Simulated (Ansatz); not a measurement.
## Ba on Mo(110): change of the work function: cost of one run

Ansatz 0.2.0; plane-wave DFT, PBE, Ansatz PAW. The cell holds 17 atoms.

input.yaml reads:

```yaml
crystal:
  lattice:
    - [4.4547727214, -3.15, 0.0]
    - [4.4547727214, 3.15, 0.0]
    - [0.0, 0.0, 28.1090205233]
  atoms:
    - { symbol: Mo, position: [0.0, 0.0, 0.3201819143] }
    - { symbol: Mo, position: [0.25, 0.25, 0.3994228953] }
    - { symbol: Mo, position: [0.0, 0.0, 0.4794548468] }
[... 8 atom lines left out ...]
    - { symbol: Mo, position: [0.75, 0.25, 0.5558058435] }
    - { symbol: Mo, position: [0.5, 0.5, 0.3201819143] }
    - { symbol: Mo, position: [0.75, 0.75, 0.3994228953] }
    - { symbol: Mo, position: [0.5, 0.5, 0.4794548468] }
    - { symbol: Mo, position: [0.75, 0.75, 0.5558058435] }
    - { symbol: Ba, position: [0.42, 0.42, 0.6798180857] }
kpoints:
  mp_grid: { grid: [6, 6, 1] }
hamiltonian:
  xc: pbe
scf:
  occupations: { method: fermi_dirac, width: 0.1 }
  convergence: { dr2_threshold: 1.0e-08 }
efield:
  axis: 3
  dipole_correction: true
  ramp_position: 0.97
  ramp_width: 0.06
relax:
  f_tol: 0.02
  max_steps: 60
  constraints: [{ sites: [0, 1, 4, 5, 8, 9, 12, 13] }]
output:
  dos: { projected: true, e_range: [-8, 4] }
  write_potential: true
  write_density: true
  volumetric_format: npy
  elf: true
```

Launch:

```bash
$ ansatz run input.yaml --threads 4 --pin off --max-ram 6144MiB --backend cpu --events-out ev --progress --plain --runs-dir out
```

The cutoff in use is 420 eV. For reference, a run of the same kind (4 atoms, 43 k-points, 34 bands and 3,445 plane waves; 33 SCF cycles) took 14 s and 0.67 GiB on the same hardware.

Q: Estimate wall time and peak memory on 4 threads of Intel Xeon Platinum 8488C (Sapphire Rapids), shared host.

A cutoff of 420 eV is a sphere of radius 10.5 Å⁻¹, so a cell of 789 Å³ holds about V·G³/6π² = 15,417 plane waves. At two electrons a band, the 234 electrons need 117 bands, and 24 more are carried. Symmetry cuts the 6×6×1 mesh from 36 to 13 points. The run has 13 k-points, 141 bands and 15,441 plane waves. Taking the work of a cycle as k-points × spins × bands × plane waves, that is 5.6 times the reference, or 81 s at the reference's 33 cycles. The run needed 99 SCF cycles over 10 ionic steps, which makes it about 4.1 min. One copy of the wavefunctions takes 0.42 GiB at 16 bytes a coefficient, against 0.075 GiB in the reference; grids, projectors and work arrays come on top. Measured: about 4.9 min, with a peak of 3.1 GiB. The estimate holds within 25 %.

[Logs are printed without paths, hosts, clocks, repeated set-up lines and the standing remarks that a program may print on its own settings, such as how far it seeks lower states.]

[Hosts, paths, dates, database ids (printed as entryN), source tags and the programs' standing remarks are cut or masked in the printed files.]

[Maps of the electrostatic potential energy from Ansatz leave out the sawtooth potential of an applied field or a dipole correction, so their vacuum need not be flat; planar profiles and work functions include it.]
